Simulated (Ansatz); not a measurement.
# GaN (F-43m):Bi_Ga, thermodynamic levels from a 54-atom cell

Charge states of Bi_Ga in GaN (F-43m), set against the band edges. Model: a cell of 54 host atoms with 1 Ga taken out and 1 Bi put in.

Calculated with Ansatz 0.2.0; place-levels on r2SCAN runs: charge-transition levels and formation energies with image-charge correction and potential alignment at the atomic sites; PAW set soft_1.

## (1) The structure

The cell holds 54 atoms: 26 Ga, 27 N and 1 Bi. Its edges and angles: a = 9.542 Å, b = 9.542 Å, c = 9.542 Å, α = 60.0°, β = 60.0°, γ = 60.0°. It derives from GaN (space group F-43m). Nearest the centre at fractional (0.333, 0.667, 0.667): Bi35 at 0.00 Å, N30 at 1.95 Å, N18 at 1.95 Å, N34 at 1.95 Å, N36 at 1.95 Å, Ga33 at 3.18 Å, Ga17 at 3.18 Å, Ga29 at 3.18 Å.

Structure file:

```xyz
54
Lattice="0.0000 6.7473 6.7473 6.7473 0.0000 6.7473 6.7473 6.7473 0.0000" Properties=species:S:1:pos:R:3 pbc="T T T"
Ga    0.0000    0.0000    0.0000
N     1.1245    1.1245    1.1245
Ga    2.2491    2.2491    0.0000
N     3.3736    3.3736    1.1245
Ga    4.4982    4.4982    0.0000
N     5.6227    5.6227    1.1245
Ga    2.2491    0.0000    2.2491
N     3.3736    1.1245    3.3736
Ga    4.4982    2.2491    2.2491
N     5.6227    3.3736    3.3736
Ga    6.7473    4.4982    2.2491
N     7.8718    5.6227    3.3736
Ga    4.4982    0.0000    4.4982
N     5.6227    1.1245    5.6227
Ga    6.7473    2.2491    4.4982
N     7.8718    3.3736    5.6227
Ga    8.9964    4.4982    4.4982
N    10.1209    5.6227    5.6227
Ga    0.0000    2.2491    2.2491
N     1.1245    3.3736    3.3736
Ga    2.2491    4.4982    2.2491
N     3.3736    5.6227    3.3736
Ga    4.4982    6.7473    2.2491
N     5.6227    7.8718    3.3736
Ga    2.2491    2.2491    4.4982
N     3.3736    3.3736    5.6227
Ga    4.4982    4.4982    4.4982
N     5.6227    5.6227    5.6227
Ga    6.7473    6.7473    4.4982
N     7.8718    7.8718    5.6227
Ga    4.4982    2.2491    6.7473
N     5.6227    3.3736    7.8718
Ga    6.7473    4.4982    6.7473
N     7.8718    5.6227    7.8718
Bi    8.9964    6.7473    6.7473
N    10.1209    7.8718    7.8718
Ga    0.0000    4.4982    4.4982
N     1.1245    5.6227    5.6227
Ga    2.2491    6.7473    4.4982
N     3.3736    7.8718    5.6227
Ga    4.4982    8.9964    4.4982
N     5.6227   10.1209    5.6227
Ga    2.2491    4.4982    6.7473
N     3.3736    5.6227    7.8718
Ga    4.4982    6.7473    6.7473
N     5.6227    7.8718    7.8718
Ga    6.7473    8.9964    6.7473
N     7.8718   10.1209    7.8718
Ga    4.4982    4.4982    8.9964
N     5.6227    5.6227   10.1209
Ga    6.7473    6.7473    8.9964
N     7.8718    7.8718   10.1209
Ga    8.9964    8.9964    8.9964
N    10.1209   10.1209   10.1209
```

Known beforehand: the electronic dielectric constant, 6.00, and the static one, 10.56, computed on the host (DFPT, PBEsol, on the r2SCAN cell), and a cell off the functional's own equilibrium shifts the ionic part.

The cell's shortest repeat is 9.5 Å.

## (2) The runs of each charge state

A transition level is the Fermi level at which two charge states cost the same, so each charge needs its own total energy, at its own relaxed structure.

Random displacements of about 0.05 Å break the site symmetry at the start, so that the relaxation can reach a distorted minimum if there is one. Forces are taken on a 2×2×2 shifted mesh. The cell holds 1 electron more than the neutral one, with a uniform background that keeps it neutral on the whole. The electron count is odd, so at least one spin is unpaired; this run locks the moment at 1 μB.

The sampling was tested on the host first: at the k-points planned (1x1x1 shifted 0.25 0.25 0.25) its energy lies 0.067 eV an atom from the dense-mesh value, so the final energies take a denser sampling.

One of the inputs; charge, spin and start change from state to state.

Input file qm1_M1.relax/input.yaml:

```yaml
crystal:
  lattice:
    - [0.0, 6.74729083, 6.74729083]
    - [6.74729083, 0.0, 6.74729083]
    - [6.74729083, 6.74729083, 0.0]
  atoms:
    - { symbol: Ga, position: [0.0, 0.0, 0.0] }
    - { symbol: "N", position: [0.08333333, 0.08333333, 0.08333333] }
    - { symbol: Ga, position: [0.0, 0.0, 0.33333333] }
    - { symbol: "N", position: [0.08333333, 0.08333333, 0.41666667] }
    - { symbol: Ga, position: [0.0, 0.0, 0.66666667] }
    - { symbol: "N", position: [0.08333333, 0.08333333, 0.75] }
    - { symbol: Ga, position: [0.0, 0.33333333, 0.0] }
    - { symbol: "N", position: [0.08333333, 0.41666667, 0.08333333] }
    - { symbol: Ga, position: [0.0, 0.33333333, 0.33333333] }
    - { symbol: "N", position: [0.08333333, 0.41666667, 0.41666667] }
    - { symbol: Ga, position: [0.0, 0.33333333, 0.66666667] }
    - { symbol: "N", position: [0.08333333, 0.41666667, 0.75] }
    - { symbol: Ga, position: [0.0, 0.66666667, 0.0] }
    - { symbol: "N", position: [0.08333333, 0.75, 0.08333333] }
    - { symbol: Ga, position: [0.0, 0.66666667, 0.33333333] }
    - { symbol: "N", position: [0.08333333, 0.75, 0.41666667] }
    - { symbol: Ga, position: [0.0, 0.66666667, 0.66666667] }
    - { symbol: "N", position: [0.08333333, 0.75, 0.75] }
    - { symbol: Ga, position: [0.33333333, 0.0, 0.0] }
    - { symbol: "N", position: [0.41666667, 0.08333333, 0.08333333] }
    - { symbol: Ga, position: [0.33333333, 0.0, 0.33333333] }
    - { symbol: "N", position: [0.41666667, 0.08333333, 0.41666667] }
    - { symbol: Ga, position: [0.33333333, 0.0, 0.66666667] }
    - { symbol: "N", position: [0.41666667, 0.08333333, 0.75] }
    - { symbol: Ga, position: [0.33333333, 0.33333333, 0.0] }
    - { symbol: "N", position: [0.41666667, 0.41666667, 0.08333333] }
    - { symbol: Ga, position: [0.33333333, 0.33333333, 0.33333333] }
    - { symbol: "N", position: [0.41666667, 0.41666667, 0.41666667] }
    - { symbol: Ga, position: [0.33333333, 0.33333333, 0.66666667] }
    - { symbol: "N", position: [0.41666667, 0.41666667, 0.75] }
    - { symbol: Ga, position: [0.33333333, 0.66666667, 0.0] }
    - { symbol: "N", position: [0.41666667, 0.75, 0.08333333] }
    - { symbol: Ga, position: [0.33333333, 0.66666667, 0.33333333] }
    - { symbol: "N", position: [0.41666667, 0.75, 0.41666667] }
    - { symbol: Bi, position: [0.33333333, 0.66666667, 0.66666667] }
    - { symbol: "N", position: [0.41666667, 0.75, 0.75] }
    - { symbol: Ga, position: [0.66666667, 0.0, 0.0] }
    - { symbol: "N", position: [0.75, 0.08333333, 0.08333333] }
    - { symbol: Ga, position: [0.66666667, 0.0, 0.33333333] }
    - { symbol: "N", position: [0.75, 0.08333333, 0.41666667] }
    - { symbol: Ga, position: [0.66666667, 0.0, 0.66666667] }
    - { symbol: "N", position: [0.75, 0.08333333, 0.75] }
    - { symbol: Ga, position: [0.66666667, 0.33333333, 0.0] }
    - { symbol: "N", position: [0.75, 0.41666667, 0.08333333] }
    - { symbol: Ga, position: [0.66666667, 0.33333333, 0.33333333] }
    - { symbol: "N", position: [0.75, 0.41666667, 0.41666667] }
    - { symbol: Ga, position: [0.66666667, 0.33333333, 0.66666667] }
    - { symbol: "N", position: [0.75, 0.41666667, 0.75] }
    - { symbol: Ga, position: [0.66666667, 0.66666667, 0.0] }
    - { symbol: "N", position: [0.75, 0.75, 0.08333333] }
    - { symbol: Ga, position: [0.66666667, 0.66666667, 0.33333333] }
    - { symbol: "N", position: [0.75, 0.75, 0.41666667] }
    - { symbol: Ga, position: [0.66666667, 0.66666667, 0.66666667] }
    - { symbol: "N", position: [0.75, 0.75, 0.75] }
  host:
    repeats: [3, 3, 3]
    atoms:
      - { symbol: Ga, position: [0.0, 0.0, 0.0] }
      - { symbol: "N", position: [0.25, 0.25, 0.25] }
total_charge: -1
basis:
  ecutwfc: 500
  xc_grid: 2
hamiltonian:
  xc: r2scan
  pseudopotentials: { kind: paw, azcp: { folder: soft_1 } }
kpoints:
  mp_grid: { grid: [2, 2, 2], shift: [0.5, 0.5, 0.5] }
magnetization:
  spin_polarized: true
  initial_magnetization: 1
  spin_locking: { lock_magnetization: hard }
scf:
  occupations: { method: fixed }
  max_iter: 80
output:
  forces: true
  charged_corrections:
    epsilon: 6.0
    static_epsilon: 10.56
    defect_position: [0.333333, 0.666667, 0.666667]
relax:
  f_tol: 0.02
  max_steps: 80
  random_displacement: { amplitude: 0.05, seed: 9685 }
checkpoint:
  write: "../qm1_M1.relax.run"
  compress: false
  write_wavefunctions: true
  write_every: 100000
```

On the command line:

```console
$ ansatz run input.yaml --threads 4 --pin off --max-ram 7536MiB --backend cpu --events-out ev --progress --plain --runs-dir out
```

The run of this state that the levels use, under r2SCAN:

Input file qm1_M1.point/input.yaml:

```yaml
crystal:
  checkpoint: "../qm1_M1.relax.run"
  host: checkpoint
total_charge: -1
basis:
  ecutwfc: 500
  xc_grid: 2
hamiltonian:
  xc: r2scan
  pseudopotentials: { kind: paw, azcp: { folder: soft_1 } }
kpoints:
  mp_grid: { grid: [2, 2, 2], shift: [0.5, 0.5, 0.5] }
magnetization:
  spin_polarized: true
  initial_magnetization: 1
  spin_locking: { lock_magnetization: hard }
scf:
  occupations: { method: fixed }
  max_iter: 80
output:
  forces: true
  eigenvalues: true
  charged_corrections:
    epsilon: 6.0
    static_epsilon: 10.56
    defect_position: [0.333333, 0.666667, 0.666667]
  eigenstates: { localisation: true }
  populations: true
  efg: {}
  band_densities: [{ bands: [v1, v1] }, { bands: [c1, c1] }]
  write_density: true
  write_potential: true
  volumetric_format: npy
checkpoint:
  read: "../qm1_M1.relax.run"
  write: "../qm1_M1.point.run"
  compress: false
  write_wavefunctions: false
  write_every: 100000
```

Relaxations under r2SCAN at a 2×2×2 shifted mesh; times on 4 threads of Arm Neoverse V2, shared host:

```tsv
charge	moment (μB)	occupations	outcome	steps	largest displacement against the far atoms (Å)	time
−1	1	fixed	converged	6	0.36	12 min
0	0	fixed	converged	5	0.29	4.5 min
+1	1	fixed	converged	5	0.23	10 min
```

Single points under r2SCAN at a 2×2×2 shifted mesh; times on 4 threads of Arm Neoverse V2, shared host:

```tsv
charge	moment (μB)	occupations	outcome	time
−1	1	fixed	converged	1.8 min
0	0	fixed	converged	50 s
+1	1	fixed	converged	1.7 min
```

Distances (Å) from Bi35 to the nearest atoms after relaxation with r2SCAN:

```tsv
charge	moment (μB)	1.	2.	3.	4.	5.	6.
−1	1	N 2.26	N 2.27	N 2.27	N 2.27	Ga 3.19	Ga 3.19
0	0	N 2.24	N 2.24	N 2.24	N 2.24	Ga 3.23	Ga 3.23
+1	1	N 2.17	N 2.17	N 2.17	N 2.17	Ga 3.24	Ga 3.24
```

## (3) place-levels, r2SCAN

A charged cell interacts with its images and the background, and its potential has another zero than the host's. place-levels removes the first by a point-charge model, screened by the static dielectric constant since the ions have relaxed around the charge, and the second by comparing potentials at atoms far from the defect.

The host is a run of the defect-free crystal in the same cutoffs, grids and k-points, so that basis and sampling errors cancel in part in the differences. The host is run in a cell of 2 atoms on a matching mesh. Its band edges are searched through the zone by a band path, so the gap is smaller than, or equal to, that on the mesh. Chemical potentials are energies per atom of Ga (alpha-Ga (Cmce)) and Bi (A7 rhombohedral), run with the same functional and cutoff.

Input file levels.point.yaml:

```yaml
host:
  run: host.point.run
states: [qm1_M1.point.run, q0.point.run, qp1_M1.point.run]
geometry_from:
  qm1_M1.point.run: qm1_M1.relax.run
  q0.point.run: q0.relax.run
  qp1_M1.point.run: qp1_M1.relax.run
  host.point.run: host.relax.run
chemical_potentials:
  Ga:
    energy: -3790.270342
    dataset: <sha256 of the dataset>
  Bi:
    energy: -12413.333252
    dataset: "<sha256 of the dataset>"
epsilon: 6.0
static_epsilon: 10.56
vertical:
  - { from: qm1_M1.point.run, to: qm1_M1.point_neutral.run }
  - { from: qp1_M1.point.run, to: qp1_M1.point_neutral.run }
```

On the command line:

```console
$ ansatz place-levels levels.point.yaml -- --threads 4 --pin off --max-ram 7536MiB
```

Numbers of over 12 decimals in the logs are rounded to 6 here.

The program printed:

```text
[... repeated set-up lines and file paths are left out, and long positions are rounded to six places ...]
(+1/0) 1.735 eV above the valence edge, 0.433 eV under the conduction edge
(0/-1) 2.253 eV above the valence edge (+3.589 eV without the band-filling correction), in the conduction band
formation energy of charge +1: +3.895 eV with the Fermi level at the valence edge
formation energy of charge 0: +5.630 eV with the Fermi level at the valence edge
formation energy of charge -1: +7.883 eV with the Fermi level at the valence edge
vertical -1 to 0: no energy, since no alignment is typed
  the change from vertical[0].from (qm1_M1.point.run) to vertical[0].to (qm1_M1.point_neutral.run): by its potential at epsilon 6 it stands at 0.327 0.661 0.656, with an rms radius of about 3.7 Å (2.2 2.2 2.1 Å across the planes of the cell's vectors); [...]
vertical +1 to 0: no energy, since no alignment is typed
  the change from vertical[1].from (qp1_M1.point.run) to vertical[1].to (qp1_M1.point_neutral.run): by its potential at epsilon 6 it stands at 0.381 0.715 0.715, with an rms radius of about 1.7 Å (1.0 1.0 1.0 Å across the planes of the cell's vectors); [...]
  edges by r2scan, gap 2.168 eV; the host is sampled to repeats of 19.08 Å
  the defect's cells are sampled to repeats of 19.08 Å, like sampling
  charge +1: -121390.7761 eV with its correction of +0.607 eV, at epsilon 10.56, aligned at sites: +0.3753 eV, mean over 19 atomic sites at or beyond 4.77 Å from the defect at [0.3333, 0.6667, 0.6667], with +0.000000 for the charge's moments and without [...]
  charge 0: +0.000 eV for its dipole among its images, +0.000 omitted
  charge -1: -121366.5525 eV with its correction of -0.235 eV, at epsilon 10.56, aligned at sites: +0.4666 eV, mean over 19 atomic sites at or beyond 4.77 Å from the defect at [0.3333, 0.6667, 0.6667], with +0.000000 for the charge's moments and without [...]
  of states[2] (qp1_M1.point.run): stability_check_not_made
  of states[1] (q0.point.run): its alignment with the host at atomic sites is doubtful: the mean over the far sites moves by +0.1964 eV from their farther parts to their nearer, more than 0.05 eV. [...]
  of states[0] (qm1_M1.point.run): it parts from the run at its places by a charge that spreads by about 2.2 Å along one vector (1.3 Å or more is wide), by its potential at epsilon 6, taken for that of held ions (one typed too small widens it), where the cell [...]
  of vertical[0].from (qm1_M1.point.run): stability_check_not_made; [...]
  of vertical[1].from (qp1_M1.point.run): stability_check_not_made
```

Wall time 0.28 s (4 threads of Arm Neoverse V2, shared host).

Levels between the charges placed, in eV above the valence top:

```tsv
	gap (eV)	(+1/0)	(0/−1)
r2SCAN	2.17	1.74	2.25
```

Corrections by state:

```tsv
charge	moment (μB)	image terms and alignment (eV)	band filling (eV)	ε used	over the lowest of its charge, as the program ranks them, band filling apart (eV)
+1	1.0	0.607	-	10.56	0.000
0	0.0	0.000	-	-	0.000
−1	1.0	-0.235	-1.336	10.56	0.000
```

The charged structures listed were also run neutral, and place-levels reads from each pair, by the potential or the spins, how wide the charge is by which they differ; that can be the carrier of either run.

```tsv
charge	rms radius (Å)	spread where it is widest against the cell (Å)	wide from (Å)	reading
+1	1.7	0.96	1.35	narrow
−1	3.7	2.17	1.35	wide
```

The neutral runs of these pairs need not share the spin of the lowest neutral state, and very wide values only mean spread over the cell.

From the program's caveats on the states, each cut to its opening words:

- charge +1 (1 μB), −1 (1 μB): flagged: stability check not made
- charge 0: its alignment with the host at atomic sites is doubtful: the mean over the far sites moves by +0.1964 eV from their farther parts to their nearer, more than [...]
- charge −1 (1 μB): it parts from the run at its places by a charge that spreads by about 2.2 Å along one vector (1.3 Å or more is wide), by its potential at epsilon 6, taken for [...]
- charge −1 (1 μB): a band-filling correction moves a carrier to the host's band edge, which changes its energy by -1.336 eV
- charge −1 (1 μB): its alignment with the host at atomic sites is doubtful: the mean over the far sites moves by +0.1928 eV from their farther parts to their nearer, more than [...]

Chemical potentials of the elements' reference phases, run alike. Formation energy by charge state (elemental references; gap 2.17 eV):

```tsv
charge	at valence top (eV)	at conduction bottom (eV)	correction included (eV)
+1	3.89	6.06	0.61
0	5.63	5.63	0.00
−1	7.88	5.71	-1.57
```

```tsv
Fermi level (eV)	lowest formation energy (eV)
0.00	3.89
0.20	4.09
0.39	4.29
0.59	4.49
0.79	4.68
0.98	4.88
1.18	5.08
1.38	5.28
1.58	5.47
1.77	5.63
1.97	5.63
2.17	5.63
```

## (4) Results

* gap of the host: 2.17 eV (r2SCAN)
* level (plus 1/0): 1.74 eV above the valence top
* level (0/minus 1): 2.25 eV above the valence top, past the conduction bottom (3.59 eV above the valence top without the band-filling term)
* lowest of the charges placed, just above the valence top (0.02 eV): +1
* lowest of the charges placed, just below the conduction bottom (0.02 eV): 0
* lowest formation energy at mid-gap of the charges run, elemental references: 4.98 eV

In words: Of the charges placed (−1, 0 and +1), the lowest changes at 1.74 eV (+1/0) above the valence top, in a gap of 2.17 eV. (+1/0) lies nearer to a band edge than the share of the finite-size correction in it (0.61 eV), and that correction holds for a localised charge alone. Charges above +1 were not placed, so these runs say nothing of levels that involve them. States placed: +1 at 1 μB; 0 at 0 μB; −1 at 1 μB. Other spin states or structures, where not listed, weren't placed. The program finds carriers beyond a band edge of the host and adds a band-filling term at charge −1 (-1.34 eV); steps to such a charge show no bound level, and a defect level inside a band would be read the same way. Bi is taken at its element; compounds, which aren't counted here, bound the chemical potentials and would shift these formation energies. The program doubts the alignment of potentials for at least one state, a sign that the cell is small. Limits: r2SCAN makes the gap too small and tends to spread out bound carriers; where a gas molecule sets a chemical potential or the host's formation energy, its binding is uncorrected; spin–orbit coupling, which can matter with heavy atoms, is left out.

[Logs are printed without paths, hosts, clocks, repeated set-up lines and the standing remarks that a program may print on its own settings, such as how far it seeks lower states.]

[Hosts, paths, dates, database ids (printed as entryN), source tags and the programs' standing remarks are cut or masked in the printed files.]

[Where a table of states has a column of steps, it counts the stored structures, which are thinned; the runs took as many ionic steps or more.]

[A defect's name tells the site on which it was built; relaxed atoms can leave that site.]

[For some hosts the program warned that the k-mesh of the response run may be too coarse for force constants and the static dielectric constant; such warnings are not shown here.]
